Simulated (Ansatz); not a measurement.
**SnO2 (Cassiterite): how G0W0 depends on its starting point**

How much of the starting functional survives in the G0W0 gap of SnO2 (Cassiterite)?

Calculated with Ansatz 0.2.0; G0W0 on several functionals, plane waves, PAW.

## (1) The starting structure

It takes space group P4_2/mnm (No. 136, tetragonal). Conventional cell: a = 4.738 Å, b = 4.738 Å, c = 3.187 Å, α = 90.00°, β = 90.00°, γ = 90.00°. Nearest to Sn lie 6 O at 2.05 to 2.06 Å. O has 3 Sn at 2.05 to 2.06 Å nearest. Farther neighbours and most contacts between anions are not listed.

As a file:

```cif
data_structure
_symmetry_space_group_name_H-M 'P 1'
_symmetry_Int_Tables_number 1
_cell_length_a 4.7380
_cell_length_b 4.7380
_cell_length_c 3.1865
_cell_angle_alpha 90.000
_cell_angle_beta 90.000
_cell_angle_gamma 90.000
_cell_volume 71.53
loop_
_atom_site_label
_atom_site_type_symbol
_atom_site_fract_x
_atom_site_fract_y
_atom_site_fract_z
_atom_site_occupancy
Sn1 Sn 0.00000 0.00000 0.00000 1
Sn2 Sn 0.50000 0.50000 0.50000 1
O3 O 0.30710 0.30710 0.00000 1
O4 O 0.19290 0.80710 0.50000 1
O5 O 0.69290 0.69290 0.00000 1
O6 O 0.80710 0.19290 0.50000 1
```

The cell and positions come from the Crystallography Open Database and are kept as given unless a step says otherwise.

## (2) G0W0 on PBE

G0W0 replaces the xc potential by the self-energy, built once from these orbitals. Only a window of levels is corrected, while the sums run over the empty bands that the input names. This step takes hard PAW files.

This step: G0W0 on PBE, plane waves, PAW.

input.yaml

```yaml
crystal:
  lattice:
    - [4.738, 0.0, 0.0]
    - [0.0, 4.738, 0.0]
    - [0.0, 0.0, 3.1865]
  atoms:
    - { symbol: Sn, position: [0.0, 0.0, 0.0] }
    - { symbol: Sn, position: [0.5, 0.5, 0.5] }
    - { symbol: O, position: [0.3071, 0.3071, 0.0] }
    - { symbol: O, position: [0.1929, 0.8071, 0.5] }
    - { symbol: O, position: [0.6929, 0.6929, 0.0] }
    - { symbol: O, position: [0.8071, 0.1929, 0.5] }
kpoints:
  mp_grid: { grid: [4, 4, 6] }
hamiltonian:
  xc: pbe
  pseudopotentials: { kind: paw, source: ansatz }
scf:
  occupations: { method: fixed }
gw:
  n_empty_bands: 425
  ecut_chi: 190.0
  qp_bands: [v2, c2]
  qp_kpoints: band_edges
  screening: { model: contour_deformation }
```

On the command line:

```
> ansatz run input.yaml --threads 4 --pin off --max-ram 138240MiB --backend cuda --events-out ev --progress --plain --runs-dir out --devices 1 --max-vram 26GiB
```

Numbers of over 12 decimals in the logs are rounded to 6 here.

What it wrote:

```text
GPUs: using 1 of 1 available (devices: 1).
Engine: ansatz 0.2.0, x86_64-unknown-linux-gnu
Pseudopotentials: kind: paw
Pseudopotential: Sn, paw, valence charge 22, recommended cutoff 640 eV (normal), Sn.paw.azcp
Pseudopotential: O, paw, valence charge 6, recommended cutoff 930 eV (normal), O.paw.azcp
Functional definition: PBE
  parameter kappa = 0.804
  parameter beta = 0.066725
  exchange = pbe_x(kappa = kappa, mu = beta*pi^2/3)
  correlation = pbe_c(beta = beta)
device memory: the entry about to start is reckoned to put 2.6 GiB on a device that reports 76.1 GiB free (of which the cap on the GPU budget leaves the run 26.0 GiB)
GPU FFT provider: cuFFT
GPU libraries: cuBLAS 13.8.2, cuFFT 12.4.0, cuSOLVER 12.3.4
Crystal: 6 atoms, lattice volume = 71.533 Å³
Basis set: ecut = 930 eV, 4587 PW (Γ)
Bands: 41, of which v1, the nominal top of the filled ones, is band 34 counted from 1 (33 counted from 0)
Symmetry: 16 space group operations
Space group: P42/mnm (ITA 136), of the structure as read, at distance tolerance 4.2e-5 Å
k-points: 24 of 96
Non-local potential: Sn, projectors of the file, l = 0: 3, l = 1: 3, l = 2: 3, l = 3: 2
Non-local potential: O, projectors of the file, l = 0: 2, l = 1: 2, l = 2: 1
PAW form: soft (Blöchl's): semilocal exchange-correlation on the pseudo side does not see the compensation charge
PAW one-centre angular grid: Sn, 590 points (default); XC on 64 Gauss nodes
PAW one-centre angular grid: O, 110 points (default); XC on 64 Gauss nodes
Initial density: superposition of atomic densities (chi_scale 0.1, normalization cell, long waves kept (reshape's long-wave potential 0.00 eV rms))
Initial wavefunctions: pseudopotential atomic-orbital guess
GPU buffer pool allocated for 104976 grid points (all kernels)
GPU transforms: local potential and band sums: pruned to the plane-wave sphere, on 50×50×36
Functional: x = pbe(κ = 0.804, μ = 0.219515), c = pbe(β = 0.066725)
SCF iter   1: F=—  HF=-21720.950653 eV  |F-HF|=—  |Δ(HF+E_count)|=         —  Δρ=8.52e-2  dr2=3.45e0  ethr=3.10e-3  ⟨swp⟩=4.3  Hψ=3366  notcnv=0  defer=120
preconditioner: auto → Resta (q_TF=auto, 2.705 Å⁻¹)  ε∞=3.3  [insulator: Δε(μ)=1.373 eV  Ē_g=20.881 eV  n_scr=22 (ndim 8)  ℏωp=31.7 eV  f_vac=0.009  ε∞_Penn≈3.3]
SCF iter   2: F=—  HF=-21720.032626 eV  |F-HF|=—  |Δ(HF+E_count)|=   9.18e-1  Δρ=3.88e-2  dr2=5.67e-1  ethr=3.10e-3  ⟨swp⟩=2.0  Hψ=1852  notcnv=0  defer=118
SCF iter   3: F=—  HF=-21719.973923 eV  |F-HF|=—  |Δ(HF+E_count)|=   5.87e-2  Δρ=1.28e-2  dr2=8.20e-2  ethr=8.34e-4  ⟨swp⟩=2.0  Hψ=1541  notcnv=0  defer=120
SCF iter   4: F=—  HF=-21719.983355 eV  |F-HF|=—  |Δ(HF+E_count)|=   9.43e-3  Δρ=3.85e-3  dr2=5.90e-3  ethr=1.21e-4  ⟨swp⟩=2.1  Hψ=1367  notcnv=0  defer=120
SCF iter   5: F=—  HF=-21719.985109 eV  |F-HF|=—  |Δ(HF+E_count)|=   1.75e-3  Δρ=1.13e-3  dr2=4.84e-4  ethr=8.68e-6  ⟨swp⟩=2.2  Hψ=1534  notcnv=0  defer=120
SCF iter   6: F=—  HF=-21719.985812 eV  |F-HF|=—  |Δ(HF+E_count)|=   7.02e-4  Δρ=1.66e-4  dr2=1.36e-5  ethr=7.11e-7  ⟨swp⟩=2.0  Hψ=1386  notcnv=0  defer=120
SCF iter   7: F=—  HF=-21719.985827 eV  |F-HF|=—  |Δ(HF+E_count)|=   1.51e-5  Δρ=3.34e-5  dr2=5.18e-7  ethr=2.00e-8  ⟨swp⟩=2.0  Hψ=1634  notcnv=0  defer=62
SCF iter   8: F=-21719.985827 eV  HF=-21719.985827 eV  |F-HF|=1.75e-8  |Δ(HF+E_count)|=   3.89e-7  Δρ=4.19e-6  dr2=1.32e-8  ethr=1.47e-10  ⟨swp⟩=10.0  Hψ=3934  notcnv=0
SCF 1 converged in 8 iterations: F = -21719.985827 eV  dr2 = 1.32e-8
  greatest PAW one-centre occupation: 0.999 electrons in one spin orbital (limit 2), on the Sn atom at site 1 (counted from 0), in its partial waves of l = 0
device memory: the entry about to start is reckoned to put 2.6 GiB (of the 2.9 GiB reckoned in all, the device holds 0.3 GiB already) on a device that reports 72.7 GiB free (of which the cap on the GPU budget leaves the run 25.7 GiB)
NSCF: frozen V_eff on 24 k-points, pencils in batches of 32, up to order 164
the band table was solved once the SCF had ended and its energy, with any forces and stress, was formed, with the checks that follow a solve (3889 applications of the Hamiltonian). They found nothing against the state; the energy, forces and stress were not computed again (output.eigenvalues in the input reference)
device memory: the entry about to start is reckoned to put 7.3 GiB on a device that reports 72.7 GiB free (of which the cap on the GPU budget leaves the run 26.0 GiB)
NSCF: frozen V_eff on 24 k-points
G₀W₀ screening: q 1/24
[... further progress lines ...]
SCF converged after 8 iterations
Free energy (F): -21719.985827 eV
Harris-Foulkes:  -21719.985827 eV  (|F-HF|=1.75e-8)
Internal energy: -21719.985827 eV  (E = F + TS)
E sigma→0 (E₀):  -21719.985827 eV
Fermi energy:    11.134553 eV
--- Per-component energies (eV) ---
  E_band       = -1367.346924
  E_kinetic    = 2587.518315
  E_local      = -11483.816176  (includes V_loc(G=0)·N_el)
  E_nonlocal   = 853.777291
  E_hartree    = 4520.264738
  E_xc         = -799.571143
  E_vxc        = -1036.110639  (∫ρ·V_xc dr)
  E_paw        = -9279.920732  (= ΣΔE_a)
  E_vpaw       = -1329.243197  (= ΣTr[D̂ρ^β])
  E_aug_tail   = -0.000013  (compensation charges beyond the density's cutoff)
  E_ewald      = -8118.238107
  E_smearing   = -0.000000  (= −TS)
  E_closure    = 0.000000  (closes the sum)
  Σ components = -21719.985827   (vs F -21719.985827, Δ=0.00e0)
--- Band table (eV; the first three rows and the last of 24) ---
  k-point 0: bands = [... 30 lower, 9.9106, 10.3590, 10.3590, 11.1346, 12.4213, 17.3009, 17.5030, 17.5030, ... 3 higher]
  k-point 1: bands = [... 30 lower, 8.9931, 10.3801, 10.3801, 10.9048, 13.9118, 17.8033, 18.5873, 18.5873, ... 3 higher]
  k-point 2: bands = [... 30 lower, 8.7286, 10.1456, 10.1456, 10.2872, 15.9704, 18.1059, 20.0107, 20.5738, ... 3 higher]
  k-point 23: bands = [... 30 lower, 10.1647, 10.1647, 10.3000, 10.3000, 16.0731, 16.0731, 20.0291, 20.0291, ... 3 higher]
--- G₀W₀: contour deformation, 7 samples at zero and on the imaginary axis and 2 off it, 96 q-points, 425 empty bands' worth ---
  eigenvalues of the whole cell's RPA ε∞ on this k-mesh (on a slab, of 1 + 4πα/V) = 4.3117, 4.3117, 4.5367; static W/v taken at q = 0 is 0.228012
  bands read: the sum over 459 bands ends inside a degenerate multiplet in 16 slots, whose members it reads at an even weight; the widest, k=1: bands 459 to 460 (counted from 1) at 1/2 each
  gw.qp_kpoints: band_edges: 11 of 24 stored k-points solved, in 1 pass; an edge of the gap read off the rows below is read off those points alone
    valence top: of the k-points left out ik 14 came nearest to being solved in a further pass, in band 34 (counted from 1, as in the quasiparticle table): it holds the edge there only if its correction is more favourable than any solved in that band by at least 0.588 eV; those differ by 0.242 eV
    conduction bottom: of the k-points left out ik 16 came nearest to being solved in a further pass, in band 35 (counted from 1, as in the quasiparticle table): it holds the edge there only if its correction is more favourable than any solved in that band by at least 3.365 eV; those differ by 0.534 eV
    ik  band        ε_KS         Σx   Σc(E_QP)       V_xc       Z   E_QP_lin       E_QP  E_QP is
     0    33     10.3590   -26.4480     4.6900   -20.7667  0.7494     9.3478     9.3677  root
     0    34     11.1346   -27.1856     5.0088   -21.1404  0.7502    10.0766    10.0980  root
     0    35     12.4213   -14.4725    -3.5024   -18.5888  0.8223    13.0385    13.0353  root
     0    36     17.3009   -12.1255    -4.8030   -17.8243  0.8031    18.2103    18.1967  root
     1    33     10.3801   -26.6265     4.6937   -20.9363  0.7501     9.3635     9.3835  root
     1    34     10.9048   -26.8714     5.0455   -20.7577  0.7490     9.8126     9.8366  root
     1    35     13.9118   -15.6542    -3.4319   -19.8201  0.8066    14.6511    14.6457  root
     1    36     17.8033   -13.1252    -4.9984   -19.1581  0.7899    18.8588    18.8379  root
     3    33      9.8766   -26.2844     5.2123   -19.9209  0.7420     8.6912     8.7254  root
     3    34      9.8766   -26.2844     5.2123   -19.9209  0.7420     8.6912     8.7254  root
     3    35     17.3752   -14.7396    -4.8822   -20.7639  0.7856    18.5425    18.5172  root
     3    36     17.3752   -14.7396    -4.8822   -20.7639  0.7856    18.5425    18.5172  root
     4    33     10.3975   -26.5370     4.7161   -20.8217  0.7496     9.3780     9.3982  root
     4    34     10.8478   -26.7094     4.9637   -20.6863  0.7497     9.7649     9.7883  root
     4    35     13.7112   -15.6291    -3.2989   -19.6033  0.8082    14.3909    14.3865  root
     4    36     16.8442   -12.9739    -4.5539   -18.4176  0.7999    17.7471    17.7339  root
     5    33     10.3508   -26.5879     4.7406   -20.8340  0.7496     9.3164     9.3376  root
     5    34     10.7692   -26.7681     4.9955   -20.7081  0.7489     9.6807     9.7047  root
     5    35     14.6459   -15.4850    -3.6865   -19.9821  0.8030    15.4642    15.4565  root
     5    36     17.4303   -13.8532    -4.8206   -19.7047  0.7879    18.4817    18.4612  root
     8    33     10.5004   -26.5684     4.8075   -20.7285  0.7497     9.4457     9.4679  root
     8    34     10.5004   -26.5684     4.8075   -20.7285  0.7497     9.4457     9.4679  root
     8    35     15.5894   -14.8695    -4.0198   -19.7548  0.7986    16.4663    16.4548  root
     8    36     15.5894   -14.8695    -4.0198   -19.7548  0.7986    16.4663    16.4548  root
[...]
17    33     10.4360   -26.6812     4.8740   -20.7573  0.7488     9.3626     9.3860  root
    17    34     10.4360   -26.6812     4.8740   -20.7573  0.7488     9.3626     9.3860  root
    17    35     16.2117   -14.7811    -4.3723   -20.1242  0.7952    17.1975    17.1825  root
    17    36     16.2117   -14.7811    -4.3723   -20.1242  0.7952    17.1975    17.1825  root
    23    33     10.3000   -26.6274     5.2055   -20.3023  0.7441     9.1511     9.1804  root
    23    34     10.3000   -26.6274     5.2055   -20.3023  0.7441     9.1511     9.1804  root
    23    35     16.0731   -13.3208    -4.4407   -18.6828  0.8102    17.0058    16.9944  root
    23    36     16.0731   -13.3208    -4.4407   -18.6828  0.8102    17.0058    16.9944  root
```

It took 64 s on 1 × NVIDIA H100 80GB HBM3 (shared by 3 runs) with 4 threads of AMD EPYC 7R13 (Zen 3), shared host; peak memory 2.8 GiB.

In the SCF lines HF is the Harris–Foulkes energy and dr2 the Hartree energy of the density residual, in eV; the loop may stop once dr2 is under the threshold and the program's other checks hold. Hψ counts applications of the Hamiltonian.

This step gave:

| Property | Result |
| --- | --- |
| bands summed | 459 |
| RPA ε∞ on this mesh (eigenvalues) | 4.312, 4.312, 4.537 |
| plane waves in the screening matrix | 439 |
| q-points in the mesh | 96 |
| G0W0 gap on the mesh | 2.937 eV |
| k of the valence top | 0, 0, 0 |
| k of the conduction bottom | 0, 0, 0 |
| starting gap on the mesh | 1.287 eV |
| Z at the valence top | 0.7502 |
| Z at the conduction bottom | 0.8223 |
| least direct G0W0 gap on the computed points | 2.937 eV |

The gap on the mesh goes from 1.29 eV to 2.94 eV, a correction of +1.65 eV. Between the two edge states, bare exchange in place of the xc potential would open the gap by 10.16 eV, and correlation takes back 8.51 eV.

(Part 1 of 2 ends here.)

[Paths, hosts, dates, memory and timing lines, banners, echoed tables and standing remarks are left out of the program output.]

[Logs are printed without paths, hosts, clocks, repeated set-up lines and the standing remarks that a program may print on its own settings, such as how far it seeks lower states.]

[Runs of the session that timed out or met a known fault of the program may be left out.]

[Cells called generated may have been cut or substituted from an entry of the Crystallography Open Database or the Materials Project.]

[Hosts, paths, dates, database ids (printed as entryN), source tags and the programs' standing remarks are cut or masked in the printed files.]
